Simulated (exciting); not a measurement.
# Core excitons at the C K edge of C3N4, part 2 of 2

Wanted: the near-edge spectrum and the bound core excitons at the C K edge of C3N4.

exciting sodium; X-ray absorption, core-level Bethe-Salpeter equation, exchange and statically screened direct term, Tamm-Dancoff, all-electron LAPW+lo LDA.

So far. Step 5 (Independent particles): Maxima (height): 0.6 eV (0.38), 5.5 eV (0.51), 7.8 eV (0.35), 8.6 eV (0.33) and 12.1 eV (0.38); 4 lower ones aren't listed. Against the singlet run the r.m.s. difference is 73 %. Moving the earlier curve by +3.8 eV leaves 39 %. The highest maximum lies at 5.5 eV (0.51), against -3.0 eV (1.00). Step 6 (Exchange alone): Maxima (height): 0.8 eV (0.34), 5.5 eV (0.49), 7.9 eV (0.34), 8.6 eV (0.34) and 12.2 eV (0.38); 4 lower ones aren't listed.

## 7. Another input

In this try the input is made faulty on purpose, to show what that does.

The input, input.xml:

```
<input>
  <title>C3N4</title>
  <structure speciespath="." autormt="false" epslat="1.0e-5">
    <crystal>
      <basevect>4.5206347971 2.6099897170 6.7442307379</basevect>
      <basevect>-4.5206347971 2.6099897170 6.7442307379</basevect>
      <basevect>0.0000000000 -5.2199794341 6.7442307379</basevect>
    </crystal>
    <species speciesfile="N.xml" rmt="1.216">
      <atom coord="0.1701150000 0.6597020000 0.1701150000"/>
      <atom coord="0.6656050000 0.6656050000 0.6656050000"/>
      <atom coord="0.1701150000 0.1701150000 0.6597020000"/>
      <atom coord="0.6597020000 0.1701150000 0.1701150000"/>
    </species>
    <species speciesfile="C.xml" rmt="1.216">
      <atom coord="0.0193280000 0.4900670000 0.4900670000"/>
      <atom coord="0.4900670000 0.0193280000 0.4900670000"/>
      <atom coord="0.4900670000 0.4900670000 0.0193280000"/>
    </species>
  </structure>
  <groundstate do="skip" xctype="LDA_PW" ngridk="4 4 4" rgkmax="6.5" gmaxvr="14" nempty="8" swidth="0.001" maxscl="100" epsengy="1e-5"/>
  <xs xstype="BSE" ngridk="3 3 3" ngridq="3 3 3" vkloff="0.097 0.273 0.493" rgkmax="6.5" nempty="30" gqmax="0.6" lmaxapwwf="5" lmaxemat="2" broad="0.01654" tevout="true">
    <energywindow intv="9.360 10.977" points="439"/>
    <screening screentype="full" nempty="51"/>
    <BSE xas="true" xasspecies="2" xasatom="1" xasedge="K" bsetype="singlet" nstlxas="1 26"/>
    <qpointset>
      <qpoint>0 0 0</qpoint>
    </qpointset>
    <plan>
      <doonly task="xsgeneigvec"/>
      <doonly task="screen"/>
      <doonly task="scrcoulint"/>
      <doonly task="exccoulint"/>
    </plan>
  </xs>
</input>
```

The input, input.xml for the last start (plan only):

```
  <plan>
    <doonly task="bse"/>
  </plan>
```

On the command line:

```console
$ OMP_NUM_THREADS=1 mpirun -n 2 exciting
$ OMP_NUM_THREADS=2 exciting
```

Numbers of over 12 decimals in the logs are rounded to 6 here.

What it wrote:

```text
| EXCITING SODIUM started for task xsgeneigvec ( 301)                          =
One-shot GS runs for BSE calculations
One-shot GS runs for k+qmt/2 grids
Info(xsgeneigvec): Generating eigenvectors for Q-point      1
Info(xsgeneigvec): Generation of eigenvectors finished
| EXCITING SODIUM started for task screen ( 430)                               =
Info(screenlauncher): Calculating screening for unshifted q-grid.
Info(screenlauncher): Number of q points:      10
Info(screenlauncher): lowest (partially)  unoccupied state:     17
[...]
Info(setup_bse_block): Setting up RR part of hamiltonian
Info(setup_bse_block): Singlet spin state
Info(bse): Diagonalizing RR Hamiltonian (TDA)
Info(bse): Invoking Lapack routine ZHEEVR
      1404 eigen solutions found in the interval:
         i1=       1 i2=    1404
Info(bse): Writing excition energies and oscillator strengths to text file.
Info(makespectrum_dist): Making spectrum using formula for coupling with time reversed AR basis.
Info(makespectrum_dist): Using formalism for vanishing momentum transfer.
Info(writederived): Writing quantities derived from the macroscopic dielectric function.
Info(bselauncher): Spectrum finished for iqmt=  1
Info(bselauncher): All done for BSE type singlet
```

Elapsed: 4.3 min, on 2 MPI ranks of Arm Neoverse V1, shared host.

The input has a fault: the cutoff of the kernels is far too low. Against the singlet run the r.m.s. difference is 72 %. Moving the earlier curve by +1.8 eV leaves 31 %. The highest maximum lies at -1.3 eV (0.65), against -3.0 eV (1.00). The first bright state moves from -2.94 to -1.23 eV. The kernels miss the short-range part of the Coulomb interaction, its components above their cutoff.

| E (eV) | first run | this run |
| --- | --- | --- |
| -6.0 | 0.03 | 0.01 |
| -5.0 | 0.05 | 0.01 |
| -4.0 | 0.16 | 0.02 |
| -3.0 | 0.98 | 0.05 |
| -2.0 | 0.21 | 0.18 |
| -1.0 | 0.09 | 0.52 |
| 0.0 | 0.12 | 0.14 |
| 1.0 | 0.32 | 0.14 |
| 2.0 | 0.49 | 0.15 |
| 3.0 | 0.48 | 0.29 |
| 4.0 | 0.42 | 0.46 |
| 5.0 | 0.33 | 0.33 |
| 6.0 | 0.30 | 0.30 |
| 7.0 | 0.26 | 0.34 |
| 8.0 | 0.29 | 0.32 |
| 9.0 | 0.36 | 0.26 |
| 10.0 | 0.25 | 0.32 |
| 11.0 | 0.16 | 0.35 |
| 12.0 | 0.14 | 0.25 |
| 13.0 | 0.15 | 0.21 |
| 14.0 | 0.16 | 0.22 |
| 15.0 | 0.19 | 0.23 |
| 16.0 | 0.17 | 0.32 |
| 17.0 | 0.11 | 0.31 |

## 8. The levels of theory side by side

| level | curve passes 0.15 (eV) | highest maximum (eV) | its height |
| --- | --- | --- | --- |
| IP | 0.0 | 5.5 | 0.51 |
| RPA | 0.1 | 5.5 | 0.49 |
| singlet | -4.0 | -3.0 | 1.00 |

| E (eV) | IP | RPA | singlet |
| --- | --- | --- | --- |
| -6.0 | 0.01 | 0.01 | 0.03 |
| -5.0 | 0.01 | 0.01 | 0.05 |
| -4.0 | 0.01 | 0.01 | 0.16 |
| -3.0 | 0.01 | 0.01 | 0.98 |
| -2.0 | 0.02 | 0.02 | 0.21 |
| -1.0 | 0.04 | 0.03 | 0.09 |
| 0.0 | 0.16 | 0.12 | 0.12 |
| 1.0 | 0.32 | 0.31 | 0.32 |
| 2.0 | 0.21 | 0.20 | 0.49 |
| 3.0 | 0.17 | 0.18 | 0.48 |
| 4.0 | 0.11 | 0.10 | 0.42 |
| 5.0 | 0.34 | 0.29 | 0.33 |
| 6.0 | 0.42 | 0.41 | 0.30 |
| 7.0 | 0.30 | 0.28 | 0.26 |
| 8.0 | 0.34 | 0.33 | 0.29 |
| 9.0 | 0.28 | 0.29 | 0.36 |
| 10.0 | 0.32 | 0.31 | 0.25 |
| 11.0 | 0.30 | 0.29 | 0.16 |
| 12.0 | 0.38 | 0.37 | 0.14 |
| 13.0 | 0.30 | 0.31 | 0.15 |
| 14.0 | 0.26 | 0.27 | 0.16 |
| 15.0 | 0.25 | 0.26 | 0.19 |
| 16.0 | 0.26 | 0.27 | 0.17 |
| 17.0 | 0.21 | 0.21 | 0.11 |

## 9. Summary of results

```json
{
 "absorber and edge": "C K, atom 5",
 "surroundings": "nearest neighbours 2 N at 1.33 Å and 1 N at 1.46 Å (site symmetry m)",
 "first bright state": "-2.94 eV from the Kohn–Sham onset, on this mesh",
 "highest maximum": "-3.0 eV",
 "cost of the BSE run": "16 min on 2 MPI ranks of Arm Neoverse V1, shared host; the last task ran on as many threads"
}
```

**Reading.** Is a core exciton bound? Yes on this mesh: the first bright state (over 5 % of the brightest) lies at -2.94 eV from the Kohn–Sham onset and at -3.08 eV from the lowest bare transition of its own mesh; weaker or dark states reach down to -3.19 eV. Exchange alone changes the independent-particle spectrum by 7 % r.m.s. Binding energies aren't converged on 27 k points, and fine structure above the first lines is partly noise of the mesh. Exchange and the short-range direct term aren't converged in the kernel cutoff. The zero comes from the unshifted 4×4×4 ground-state mesh; it is exact only where the band minimum lies on that mesh. The Kohn–Sham onset, 267 eV, is no photon energy (tabulated edge of the element: 284.2 eV): the scale needs a rigid shift. No quasiparticle correction widens the gap or stretches the bands. Vibrations and energy-dependent lifetimes are left out. The structure is a Materials Project entry, computed there, and may be a hypothetical form.

[Banner, clock and machine lines of the logs are left out without a mark of their own.]

[Logs are printed without paths, hosts, clocks, repeated set-up lines and the standing remarks that a program may print on its own settings, such as how far it seeks lower states.]

[Hosts, paths, dates, database ids (printed as entryN), source tags and the programs' standing remarks are cut or masked in the printed files.]
